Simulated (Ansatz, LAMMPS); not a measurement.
# Aqueous Li+ and Br-, 6.2 mol of salt per kg of water at 280 K (203 atoms): support functions against a reference, part 2 of 2

Wanted: errors and times of a linear-scaling basis for aqueous Li+ and Br-, 6.2 mol of salt per kg of water at 280 K (203 atoms). A setting counts as converged where the r.m.s. difference of forces stays under 1 % of the r.m.s. force.

Ansatz 0.2.0; Kohn-Sham DFT, PBE+D4, PAW (set soft_2), plane waves.

The cell: 63 O, 126 H, 7 Li and 7 Br. The network of contacts between molecules at the start is that of the classical potential that made the cell. The density was typed from a rule of thumb and may lie off the real one at this temperature. Only the Γ point is sampled, in a cell whose shortest periodic width is 13 Å.

So far. Step 13 (Support functions medium, radius 5.18 Å): Forces differ from the reference by 1.8 meV/Å r.m.s., 0.34 % of their size, within a tolerance of 1 %; the energy by -0.69 meV/atom. It took 10 times the reference's time (shared host, so rough).

**17. The first run in detail**

The first run, on the default basis, asked for the full analyses, so its electronic structure is set out here.

Neighbours are counted within 1.21 Å (H-O), 2.52 Å (O-Li), 3.12 Å (Br-Li).

Length of the force by element and coordination:

```
element  coordination  atoms  mean length of the force (eV/Å)  spread  least   most
     Br           all      7                            0.384  0.0942  0.289  0.530
     Br             0      5                            0.373  0.0907  0.289  0.530
     Br             1      2                            0.413  0.0969  0.316  0.510
      H           all    126                            0.964   0.307  0.181   1.55
     Li           all      7                            0.391   0.140  0.252  0.581
      O           all     63                            0.660   0.249  0.145   1.32
      O             2     37                            0.706   0.265  0.145   1.32
      O             3     26                            0.595   0.208  0.212   1.10
```

Löwdin charges by element and coordination (they lack the spilled electrons, 0.029 e an atom on average):

```
element  coordination  atoms  mean charge (e)  spread   least    most
     Br           all      7           -0.464  0.0412  -0.518  -0.404
     Br             0      5           -0.446  0.0345  -0.509  -0.404
     Br             1      2           -0.509  0.0087  -0.518  -0.500
      H           all    126             0.38   0.016   0.347   0.418
     Li           all      7            0.766  0.0212   0.715   0.779
      O           all     63           -0.702  0.0349  -0.776  -0.636
      O             2     37           -0.680   0.024  -0.728  -0.636
      O             3     26           -0.733  0.0213  -0.776  -0.688
```

States in the cell by windows of 1 eV, zero at the Fermi level; the larger projections on atomic orbitals stand beside the total:

```
from (eV)  to (eV)  total   O p   H s  Br p
      -18      -16    0.0   0.0   0.0   0.0
      -16      -15    5.2   0.0   0.3   0.0
      -15      -14    8.7   0.0   0.4   0.0
      -14      -13    0.1   0.0   0.0   0.0
      -13      -11    0.0   0.0   0.0   0.0
      -11      -10    4.2   2.8   1.2   0.0
      -10       -9   60.7  41.2  17.8   0.4
       -9       -8   56.4  38.8  16.3   0.3
       -8       -7    4.8   3.3   1.3   0.0
       -7       -6   31.3  23.8   3.2   0.5
       -6       -5   57.6  45.8   4.1   1.3
       -5       -4   41.7  35.9   1.6   0.8
       -4       -3   85.0  70.8   0.6  12.3
       -3       -2   74.7  51.8   0.5  21.6
       -2       -1    3.7   2.0   0.0   1.7
       -1        1    0.0   0.0   0.0   0.0
        1        2    1.1   0.0   0.6   0.0
        2        3    2.5   0.2   1.4   0.0
        3        4   14.1   1.2   7.5   0.2
        4        5   30.0   2.5  14.6   0.4
```

Between -26 and -18 eV lie 126 more states.

The levels nearest the highest filled one (over half full), pooled over k-points and spins:

```
level less the highest filled one (eV)  occupation
                                -0.367           2
                                -0.310           2
                                -0.148           2
                                -0.143           2
                               -0.0373           2
                                     0           2
                                  3.92           0
                                  4.91           0
                                  5.03           0
                                  5.14           0
                                  5.26           0
                                  5.52           0
```

Electrostatic potential energy in the ac plane at fractional y = 0.098, with atoms of H and O and Li and Br within 0.2 Å of it. With pseudopotentials it is smooth inside the atoms' cores, unlike the true potential.

Values in eV, 13 rows by 16 columns, each cell a mean:
```
  5   5   4   5   5   4   4   5   5   5   3 -15  -3   5   5   5
  5   5   5   5   5   3   0 -17 -13   1   5   5   4   5   6   6
  5   5   4   5   5   5   4   0   0   2   5   5   4  -4   1   5
  2  -1 -21 -13   4   5   5   6   5   2  -4   4   5   0  -7   1
 -9  -5 -33 -24   3   1  -5   4   5  -2 -10   4   5   5 -11 -21
  3   4   2   3   5   1 -11  -5   5   4   4   5   5   4 -10 -10
  4   5   5   5   5   5   5   4  -1   1   4   3   3   2  -1   0
 -1  -4  -6   4   4   5   5   3  -6  -2   3   3   2 -20 -34  -7
 -5 -16 -20   0   1   3   4   4   4   2  -5  -3   1 -15 -27  -5
  4   4   4  -5 -25 -24   2   4   5   2 -29 -16   1   2   1   3
  4   4   4   4  -2  -5   1   3   4  -1  -3   3   5   4   2   3
  3 -13  -3   4   4   4   1  -2   2 -18 -13   3   5   5   5   5
  5   1   2   4   4   4   5   5   5   2   0 -17  -1   5   5   5
```
Columns run along a (12.9 Å; values clipped at the 3rd and 97th percentile), rows up along c (12.9 Å). Atoms in or near the plane, at fractional coordinates: H at (0.99, 0.65), O at (0.66, 0.26), O at (0.30, 0.24), H at (0.05, 0.36), H at (0.10, 0.09), H at (0.62, 0.66), H at (0.38, 0.60), Li at (0.61, 0.11), Br at (0.16, 0.67), Br at (0.88, 0.38).

Valence density in the ac plane at fractional y = 0.098, with atoms of H and O and Li and Br within 0.2 Å of it. It is the smooth field of the valence electrons, not physical close to the nuclei.

Ten steps, logarithmic in the rise over the least value, from '0' (0.0 e/Å³) to '9' (6.1 e/Å³), each cell a mean:
```
0111110001111111121111124798632110000
0011100001111112344321112455421110000
0100010101122223588742111121111111101
0101010101111223588753211111123442101
0111111111111112355432211111235764211
1112344432111111122111234321235664211
1123566653211011111112355432123454322
4334665664211111111112465421111235655
5334566654211244432111344211011247887
3222445432112466664211111111011246875
2111222221111245664211111111111124653
1111111111001123332111122221111223332
1111111111000111111342122222222344432
2223443211010101011463111111234666653
3356886421111101111222111111235655653
2457897422222111111111234332234666653
1234665345566421111112468765323455432
1111222246899632111112489975311222211
1111111135798631111111368753111112221
2111111112455322222111233321111112333
3223321011212134454224883202010112343
2245632010101023565334883212010102233
1234421110101112343211223465421111111
1122211100010111121111124798632110111
```
Columns run along a (12.9 Å), rows up along c (12.9 Å). Atoms in or near the plane, at fractional coordinates: H at (0.99, 0.65), O at (0.66, 0.26), O at (0.30, 0.24), H at (0.05, 0.36), H at (0.10, 0.09), H at (0.62, 0.66), H at (0.38, 0.60), Li at (0.61, 0.11), Br at (0.16, 0.67), Br at (0.88, 0.38).

Mean Löwdin charges: Br -0.46, H +0.38, Li +0.77, O -0.70 e (they miss 1.0 % of the electrons, so they add up to more than the cell's charge). The largest share in the top eV of filled states is O p (68 % of the projected weight), and in the lowest eV of empty states H s (62 % of the projected weight).

**18. Local order**

Bonds and neighbours are counted at the geometry of the runs.

Density 1.33 g/cm³, 10.69 Å³ an atom.

g(r), total and by pair (bins of 0.2 Å):

```
r (Å)  total   H-H   H-O  H-Br  H-Li   O-O  O-Br
 0.90   2.56  0.00  6.65  0.00  0.00  0.00  0.00
 1.10   2.71  0.00  7.05  0.00  0.00  0.00  0.00
 1.30   0.00  0.00  0.00  0.00  0.00  0.00  0.00
 1.50   0.02  0.00  0.04  0.00  0.00  0.00  0.00
 1.70   1.49  2.67  1.19  0.00  0.00  0.00  0.00
 1.90   0.60  0.30  0.83  0.00  0.00  0.00  0.00
 2.10   0.50  0.73  0.17  1.28  0.00  0.00  0.00
 2.30   0.64  1.02  0.11  4.25  0.35  0.00  0.00
 2.50   0.73  1.21  0.30  1.76  1.67  0.07  0.00
 2.70   1.04  1.00  0.44  0.41  4.73  2.61  0.00
 2.90   0.81  0.81  0.80  0.34  0.71  1.51  0.00
 3.10   0.93  0.65  1.32  0.10  0.40  1.17  1.78
 3.30   1.17  0.98  1.47  0.28  0.61  0.96  4.30
 3.50   1.25  1.10  1.46  1.04  0.40  1.54  1.95
 3.70   1.19  1.06  1.36  1.77  0.85  1.11  0.43
 3.90   1.16  1.21  1.22  1.23  0.76  1.11  0.52
 4.10   1.03  1.08  1.02  0.80  1.39  0.86  0.35
 4.30   1.08  1.13  1.07  0.75  0.73  1.06  0.75
 4.50   0.97  1.09  0.80  1.10  1.49  0.94  0.78
 4.70   0.97  1.02  0.88  1.03  1.10  0.87  0.97
 4.90   0.96  0.96  0.89  1.01  1.23  0.89  1.62
 5.10   0.94  0.88  0.93  0.79  1.39  1.11  0.91
 5.30   0.99  0.96  1.07  0.80  1.11  0.76  1.11
 5.50   0.99  0.91  1.05  1.10  0.64  1.09  1.43
 5.70   0.91  0.91  0.89  0.91  0.97  0.87  1.01
 5.90   0.99  0.99  1.02  0.95  0.82  1.02  0.90
 6.10   1.01  1.03  0.98  1.19  1.13  0.97  1.16
 6.30   0.99  1.04  1.04  0.94  0.57  0.97  0.74
```

Bonds by pair of elements; cutoffs follow the first minimum of g(r), held within bounds set by covalent radii, and pairs that aren't listed don't count as bonded:

```
pair A-B  cutoff (Å)  bonds  mean length (Å)  spread (Å)  shortest (Å)  B about A  A about B
     H-O        1.21    126                1           0             1          1          2
    O-Li        2.52     26             2.00       0.077          1.88      0.413       3.71
   Br-Li        3.12      2             2.69       0.042          2.65      0.286      0.286
```

How many atoms have how many bonded neighbours:

```
element   mean  0    1   2   3  4
     Br  0.286  5    2   0   0  0
      H      1  0  126   0   0  0
     Li      4  0    0   0   0  7
      O   2.41  0    0  37  26  0
```

Hydrogen bonds between water molecules (O–O under 3.5 Å, H–O···O angle under 30°):

```
hydrogen bonds to other water  molecules
                            0          4
                            1         18
                            2         17
                            3         18
                            4          4
                            5          2
```

First shells of the ions:

```
ion  count                 shell  mean number
 Li      7  water O within 2.7 A         3.71
```

First main peaks of g(r), for some of the pairs, lie near 1.6 Å (H-H), 1.0 Å (H-O), 2.3 Å (H-Br), 2.7 Å (H-Li), 2.8 Å (O-O) and 3.3 Å (O-Br). With the cutoffs above, 71 % of Br atoms have 0, all H atoms have 1, all Li atoms have 4 and 59 % of O atoms have 2 bonded neighbours. The 63 water molecules hold 2.1 hydrogen bonds each to other water on average, with a mean O–O distance of 2.78 Å. Ion shells in this frame: Li 3.7 (water O within 2.7 Å).

The surroundings of H150, which bears the longest force, nearest first, numbered as they follow in the input and with coordinates relative to it.

```
 atom      x      y      z  distance (Å)  bonds  Löwdin charge (e)     Fx     Fy  Fz (eV/Å)
 H150   0.00   0.00   0.00          0.00      1               0.40   1.01   0.34       1.13
 O148   0.70   0.45   0.55          1.00      3              -0.70  -0.62  -0.07       0.19
 H149   0.56   0.23   1.52          1.63      1               0.40  -0.09  -0.13      -1.51
 O151  -1.03  -1.58   1.30          2.29      2              -0.71  -0.33  -0.60       0.32
 H140  -0.68  -2.26  -0.38          2.39      1               0.38   0.53  -0.10      -0.18
 H152  -1.81  -0.95   1.39          2.47      1               0.38   0.19  -0.40       0.42
 O139  -0.44  -2.29  -1.34          2.69      3              -0.76  -0.37  -0.12       0.38
Li195   1.98   1.87  -0.10          2.72      4               0.77  -0.22  -0.19       0.09
 H125  -0.76   2.63   1.26          3.01      1               0.39  -0.47   0.20       0.35
 H156   2.77  -1.51   0.27          3.16      1               0.38   0.01   0.34       1.37
```

The column of bonds counts only the pairs H-O within 1.21 Å, O-Li within 2.52 Å, Br-Li within 3.12 Å; other neighbours, such as metal atoms beside each other in a compound, aren't counted, and periodic images can show an atom twice.

**19. What came out**

* free energy per atom: -289.2628 eV/atom
* pressure: -1.97 GPa
* r.m.s. force component: 0.5168 eV/Å
* gap (highest filled to lowest empty level): 3.922 eV
* wall time of the 11 DFT runs: 11 min

Against plane waves at 750 eV, the forces differ by 1.9 meV/Å (0.36 %) with support functions medium. At 203 atoms the fastest of the runs at a preset level, support functions low, takes 3.1 times the time of plane waves, in 11 SCF cycles against 9. Differences between support functions and plane waves include what basis error the plane-wave run still has. As the radius goes from 3.35 to 5.18 Å, the force difference goes from 1.9 to 1.8 meV/Å, and the time from 36 s to 1.9 min.

Between filled and empty levels lie 3.92 eV (at Γ alone); a semilocal functional tends to put such gaps too low. In a disordered cell it changes from sample to sample and from frame to frame. With the cutoffs above, 71 % of Br atoms have 0, all H atoms have 1, all Li atoms have 4 and 59 % of O atoms have 2 bonded neighbours. The 63 water molecules hold 2.1 hydrogen bonds each to other water on average, with a mean O–O distance of 2.78 Å.

What to keep in mind: The force components of 0.52 eV/Å r.m.s. come partly from thermal motion and partly from the difference between the classical potential and DFT, above all in bond lengths inside molecules. The pressure of -2.0 GPa is that of one thermal frame, in which the classical model's bond lengths enter as well as the volume, without the kinetic term and with the strain of bonds inside molecules.

[Logs are printed without paths, hosts, clocks, repeated set-up lines and the standing remarks that a program may print on its own settings, such as how far it seeks lower states.]

[Hosts, paths, dates, database ids (printed as entryN), source tags and the programs' standing remarks are cut or masked in the printed files.]
